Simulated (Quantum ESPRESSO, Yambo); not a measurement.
# A GW chain in Yambo: N (P4_2/mnm), part 3 of 3

Wanted: ground state, empty states, screening and self-energy for N (P4_2/mnm).

Quantum ESPRESSO 7.5 and Yambo 5.3.0; LDA and many-body steps on it, plane waves. Known limits of the many-body steps: not at the basis limit; coarse k mesh.

So far. Step 3 (Bands along the symmetry lines): The gap is 6.720 eV, as in the run before at this level. Step 4 (Empty states on the mesh, 4×4×2 mesh, 104 bands): On this mesh the gap is 6.720 eV.

**6. Screening and self-energy, 4×4×2 mesh, 104 bands, screening to 108.8 eV**

Now the one-shot GW correction: screening in the RPA, then the self-energy of the levels asked for.

This step: G0W0 on LDA, plane waves, norm-conserving pseudopotentials.

Contents of gw1.in:

```
HF_and_locXC
gw0
dyson
ppa
em1d
rim_cut
RandQpts= 1000000
RandGvec= 1 RL
EXXRLvcs= 72 Ry
VXCRLvcs= 288 Ry
Chimod= "HARTREE"
% BndsRnXp
 1 | 104 |
%
NGsBlkXp= 8 Ry
% LongDrXp
 1 | 1 | 1 |
%
% GbndRnge
 1 | 104 |
%
DysSolver= "n"
ExtendOut
PPAPntXp= 27.21138 eV
% QPkrange
 1 | 14 | 5 | 14 |
%
```

Started as:

```console
> OMP_NUM_THREADS=1 mpirun -n 4 yambo -F gw1.in -J gw1 -C gw1 > gw1.log
```

The program printed:

```text
 Yambo, version 5.3.0

 [02] CORE Variables Setup
 =========================

  [... cell, symmetries and grids as in the set-up ...]

  [02.05] Energies & Occupations
  ==============================

  [X] === General ===
  [X] Electronic Temperature                        :  0.000000  0.000000 [eV K]
  [X] Bosonic    Temperature                        :  0.000000  0.000000 [eV K]
  [X] Finite Temperature mode                       : no
  [X] El. density                                   :  0.22430E+24 [cm-3]
  [X] Fermi Level                                   : -5.664042 [eV]

  [X] === Gaps and Widths ===
  [X] Conduction Band Min                           :  6.719926 [eV]
  [X] Valence Band Max                              :  0.000000 [eV]
  [X] Filled Bands                                  :  10
  [X] Empty Bands                                   :   11  104
  [X] Direct Gap                                    :  6.924388 [eV]
  [X] Direct Gap localized at k                     :  1
  [X] Indirect Gap                                  :  6.719926 [eV]
  [X] Indirect Gap between kpts                     :  12   1
  [X] Last valence band width                       :  0.462855 [eV]
  [X] 1st conduction band width                     :  1.063195 [eV]

 [03] Transferred momenta grid and indexing
 ==========================================

 IBZ Q-points                                      :  14
 BZ  Q-points                                      :   32

 K/Q-points units:
 rlu = crystal or reduced units; cc = cartesian coordinates; iku = interal k-units

 Q [ 1]         [rlu]:  0.000000  0.000000  0.000000
 Q [ 2]         [rlu]:  0.000000  0.000000 -0.500000
 Q [ 3]         [rlu]:  0.000000  0.250000  0.000000
 Q [ 4]         [rlu]:  0.000000  0.250000 -0.500000
 Q [ 5]         [rlu]:  0.000000 -0.500000  0.000000
 Q [ 6]         [rlu]:  0.000000 -0.500000 -0.500000
 Q [ 7]         [rlu]:  0.250000  0.250000  0.000000
 Q [ 8]         [rlu]:  0.250000  0.250000 -0.500000
 Q [ 9]         [rlu]:  0.250000 -0.500000  0.000000
 Q [10]         [rlu]:  0.250000 -0.500000 -0.500000
 Q [11]         [rlu]: -0.500000 -0.500000  0.000000
 Q [12]         [rlu]: -0.500000 -0.500000 -0.500000
 Q [13]         [rlu]: -0.250000  0.250000  0.000000
 Q [14]         [rlu]: -0.250000  0.250000  0.500000

 [04] Coloumb potential Random Integration (RIM)
 ===============================================

  [04.01] RIM initialization
  ==========================

  * Diagonal components only detected *

  8 x (sBL volume)        :  0.103057 [a.u.]
  sBZ random points       :  1000000
  Points outside the sBZ  :   7992674
  RL volume               :  0.412227 [a.u.]
  Integrated volume       :  0.412605 [a.u.]

  [04.02] RIM integrals
  =====================

  Gamma point sphere radius             :  0.085044 [a.u.]
  Points outside the sphere             :   799788
  [Int_sBZ(q=0) 1/q^2]*(Vol_sBZ)^(-1/3) =:  7.523779
                                 should be <:  7.795600

  Summary of Coulomb integrals for non-metallic bands |Q|[au] RIM/Bare

  Q [1] 0.100000E-4 0.965132 * Q [3] 0.203530 0.943944
  Q [7] 0.287835 0.989766 * Q [13] 0.287835 0.988975
  Q [2] 0.310978 1.185084 * Q [4] 0.371661 1.092840
  Q [5] 0.407060 0.991636 * Q [14] 0.423741 1.055120
  Q [8] 0.423741 1.054553 * Q [9] 0.455107 0.995494
  Q [6] 0.512255 1.024010 * Q [10] 0.551207 1.017969
  Q [11] 0.575670 0.997777 * Q [12] 0.654296 1.008675

 [05] Dipoles
 ============

  [05.01] Setup: observables and procedures
  =========================================

 [06] Dynamic Dielectric Matrix (PPA)
 ====================================

 [WR./gw1//ndb.pp]---------------------------------------------------------------
  Brillouin Zone Q/K grids (IBZ/BZ)                :   14   32   14   32
  RL vectors                                       :   7541 [WF]
  Coulomb cutoff potential                         : none
  Electronic Temperature                           :  0.000000 [K]
  Bosonic    Temperature                           :  0.000000 [K]
  PPA    diel. fun.  energies                      : Slater exchange(X)+Perdew & Wang(C)
  wavefunctions                                    : Slater exchange(X)+Perdew & Wang(C)
  Global Gauge                                     : length
  X matrix size                                    :  245
  X band range                                     :    1  104
  X e/h energy range                               : -1.000000 -1.000000 [eV]
  X Time ordering                                  : R
  X Hxc Kernel                                     : HARTREE
  X Drude frequency                                :  0.000000  0.000000
  X poles                                          :  100.0000 [o/o]
  RL vectors in the sum                            :   7541
  [r,Vnl] included                                 : yes
  Field direction                                  :  0.577350E-5  0.577350E-5  0.577350E-5
  BZ energy Double Grid                            : no
  BZ energy DbGd points                            : 0
  BZ Q point size factor                           : -1.000000
  X Optical Averaged directions                    : none

 [07] Local Exchange-Correlation + Non-Local Fock
 ================================================

 [VXC] Plane waves :   49655
 [EXS] Plane waves :   6207

 QP @ state[ 1 ] K range:   1  14
 QP @ state[ 1 ] b range:   5  14

 [xc] Functional : Slater exchange(X)+Perdew & Wang(C)
 [xc] LIBXC used to calculate xc functional
  PP Number of Atomic Species                      :  1
  NLCC RL compoments                               :   49655
  PP Number of Atomic Species                      :  1
  NLCC RL compoments                               :   49655

 [xc] E_xc :  -9.577574 [Ha]
      E_xc :  -19.15515 [Ry]

  Local XC kind (lXC) : Slater exchange(X)+Perdew & Wang(C)
  Non-Local XC kind (nlXC) : Hartree-Fock

  Corrections @ K [1] :  [eV]
 <5|nlXC|5> = -20.52249  0.98454E-17 <5|lXC|5> = -15.73954  0.18882E-15
 <6|nlXC|6> = -21.25183 -0.16131E-16 <6|lXC|6> = -16.67159  0.18882E-15
 <7|nlXC|7> = -21.25169  0.17782E-16 <7|lXC|7> = -16.67159  0.000000
 <8|nlXC|8> = -21.33247  0.31053E-17 <8|lXC|8> = -16.80397  0.000000
 <9|nlXC|9> = -21.95662 -0.21655E-17 <9|lXC|9> = -15.56706  0.56645E-15
 <10|nlXC|10> = -23.36188  0.19007E-16 <10|lXC|10> = -16.99847  0.11329E-14
 <11|nlXC|11> = -7.907580  0.19096E-18 <11|lXC|11> = -13.75875 -0.18882E-15
 <12|nlXC|12> = -8.887373  0.23173E-17 <12|lXC|12> = -15.46031  0.000000
 <13|nlXC|13> = -9.080310  0.57055E-17 <13|lXC|13> = -15.92063  0.000000
 <14|nlXC|14> = -9.080562  0.15764E-17 <14|lXC|14> = -15.92062 -0.56645E-15

  Corrections @ K [2] :  [eV]
[...]
Corrections @ K [3] :  [eV]
[...]
Corrections @ K [4] :  [eV]
[...]
Corrections @ K [5] :  [eV]
[...]
[... 8 further k-points ...]
  Corrections @ K [14] :  [eV]
[...]
<10|nlXC|10> = -23.26218 -0.76311E-17 <10|lXC|10> = -17.06725  0.000000
 <11|nlXC|11> = -8.452393  0.19355E-17 <11|lXC|11> = -14.77267 -0.94408E-16
 <12|nlXC|12> = -8.575045  0.48971E-18 <12|lXC|12> = -15.01871 -0.18882E-15
 <13|nlXC|13> = -8.845497  0.11082E-17 <13|lXC|13> = -15.47344  0.37763E-15
 <14|nlXC|14> = -9.224002  0.46593E-18 <14|lXC|14> = -16.17434  0.37763E-15

  [07.01] Hartree-Fock occupations report
  =======================================

  [Hartree-Fock] === General ===
  [Hartree-Fock] Electronic Temperature             :  0.000000  0.000000 [eV K]
  [Hartree-Fock] Bosonic    Temperature             :  0.000000  0.000000 [eV K]
  [Hartree-Fock] Finite Temperature mode            : no
  [Hartree-Fock] El. density                        :  0.22430E+24 [cm-3]
  [Hartree-Fock] Fermi Level                        : -5.664042 [eV]

  [Hartree-Fock] === Gaps and Widths ===
  [Hartree-Fock] Conduction Band Min                :  12.57109 [eV]
  [Hartree-Fock] Valence Band Max                   : -6.286821 [eV]
  [Hartree-Fock] Filled Bands                       :  10
  [Hartree-Fock] Empty Bands                        :   11  104
  [Hartree-Fock] Direct Gap                         :  19.13897 [eV]
  [Hartree-Fock] Direct Gap localized at k          :  1
  [Hartree-Fock] Indirect Gap                       :  18.85792 [eV]
  [Hartree-Fock] Indirect Gap between kpts          :  12   1
  [Hartree-Fock] Last valence band width            :  0.355847 [eV]
  [Hartree-Fock] 1st conduction band width          :  1.763215 [eV]

 [08] Dyson equation: Newton solver
 ==================================

  [08.01] G0W0 (W PPA)
  ====================

  [  GW  ] Bands range     :    1  104
  [GW/PPA] G damping       :  0.100000 [eV]

  QP @ state[ 1 ] K range:   1  14
  QP @ state[ 1 ] b range:   5  14

   Sc/G bands                                       :    1  104
   Sc/G damping                                     :  0.100000 ev
   Sc bands terminator                              : no
   Sx RL components                                 :   6207

   QP @ state[ 1 ] K range                          :   1  14
   QP @ state[ 1 ] b range                          :   5  14
   GF energies kind                                 : Slater exchange(X)+Perdew & Wang(C)
   GF WF`s kind                                     : Slater exchange(X)+Perdew & Wang(C)
   Xs energies kind                                 : Slater exchange(X)+Perdew & Wang(C)
   Xs WF`s kind                                     : Slater exchange(X)+Perdew & Wang(C)

 [11] Game Over & Game summary
```

Run time: 4.4 min. Hardware: 4 MPI ranks of Arm Neoverse V2, shared host; peak memory 2 GiB.

This step gave:

```
G0W0 gap on the mesh                         : 12.98 eV
starting gap on the mesh                     : 6.720 eV
k of the valence top                         : -0.5, -0.5, -0.5
k of the conduction bottom                   : 0, 0, 0
least direct G0W0 gap on the computed points : 13.24 eV
Z at the valence top                         : 0.8362
Z at the conduction bottom                   : 0.8681
```

The gap on the mesh goes from 6.72 eV to 12.98 eV, a correction of +6.26 eV.

Limits: finite bands, cutoff and mesh; coarse k mesh. v1 is the top filled band, c1 the lowest empty one. Levels before and after the correction, in eV, zero at the valence-band top of each column:

|  | conduction bottom | valence top |
| --- | --- | --- |
| Kohn-Sham | 6.72 | 0.00 |
| G0W0 | 12.98 | 0.00 |

|  | level | energy (eV) |
| --- | --- | --- |
| Kohn-Sham | Γ v3 | -1.429 |
| Kohn-Sham | Γ v2 | -1.069 |
| Kohn-Sham | Γ v1 | -0.204 |
| Kohn-Sham | Γ c1 | 6.720 |
| Kohn-Sham | Γ c2 | 7.632 |
| Kohn-Sham | Γ c3 | 8.005 |
| Kohn-Sham | (-0.5 -0.5 -0.5) v3 | -1.725 |
| Kohn-Sham | (-0.5 -0.5 -0.5) v2-v1 | 0.000 |
| Kohn-Sham | (-0.5 -0.5 -0.5) c1-c2 | 7.575 |
| Kohn-Sham | (-0.5 -0.5 -0.5) c3 | 8.564 |
| G0W0 | Γ v3 | -1.539 |
| G0W0 | Γ v2 | -1.261 |
| G0W0 | Γ v1 | -0.258 |
| G0W0 | Γ c1 | 12.980 |
| G0W0 | Γ c2 | 14.304 |
| G0W0 | Γ c3 | 14.823 |
| G0W0 | (-0.5 -0.5 -0.5) v3 | -1.904 |
| G0W0 | (-0.5 -0.5 -0.5) v2-v1 | -0.003 |
| G0W0 | (-0.5 -0.5 -0.5) c1-c2 | 14.126 |
| G0W0 | (-0.5 -0.5 -0.5) c3 | 15.579 |

**7. Where the time went**

Times are wall times on the hardware named with each run, good to a factor of about two.

| step | time | share | memory (GiB) |
| --- | --- | --- | --- |
| ground state | 12 s | 4 % | 0.34 |
| bands along the symmetry lines | 7.1 s | 2 % | 0.26 |
| empty states on the mesh | 16 s | 5 % | 0.43 |
| conversion and set-up | 1.7 s | 1 % | 0.25 |
| screening and self-energy | 4.4 min | 88 % | 2.0 |

**8. Results**

* LDA gap: 6.72 eV, indirect
* G0W0 gap on the mesh: 12.98 eV
* GW settings: 4×4×2 mesh, 104 bands, screening to 108.8 eV, Godby-Needs plasmon pole
* known limits: not at the basis limit; coarse k mesh

**Reading.** G0W0 moves the gap on the mesh from 6.72 eV to 12.98 eV (+6.26 eV), with Z of 0.84 and 0.87 at the edges. The dearest step here is «screening and self-energy». Bands and cutoff are finite, so the gap is not at the basis limit. The miss can reach some tenths of an eV and take either sign; the mesh is an error of its own. The 4×4×2 mesh is coarse for this cell, which bears on the long-range parts of exchange and screening.

[Paths, hosts, dates, memory and timing lines, banners, echoed tables and standing remarks are left out of the program output.]

[Logs are printed without paths, hosts, clocks, repeated set-up lines and the standing remarks that a program may print on its own settings, such as how far it seeks lower states.]

[Runs of the session that timed out or met a known fault of the program may be left out.]

[Hosts, paths, dates, database ids (printed as entryN), source tags and the programs' standing remarks are cut or masked in the printed files.]
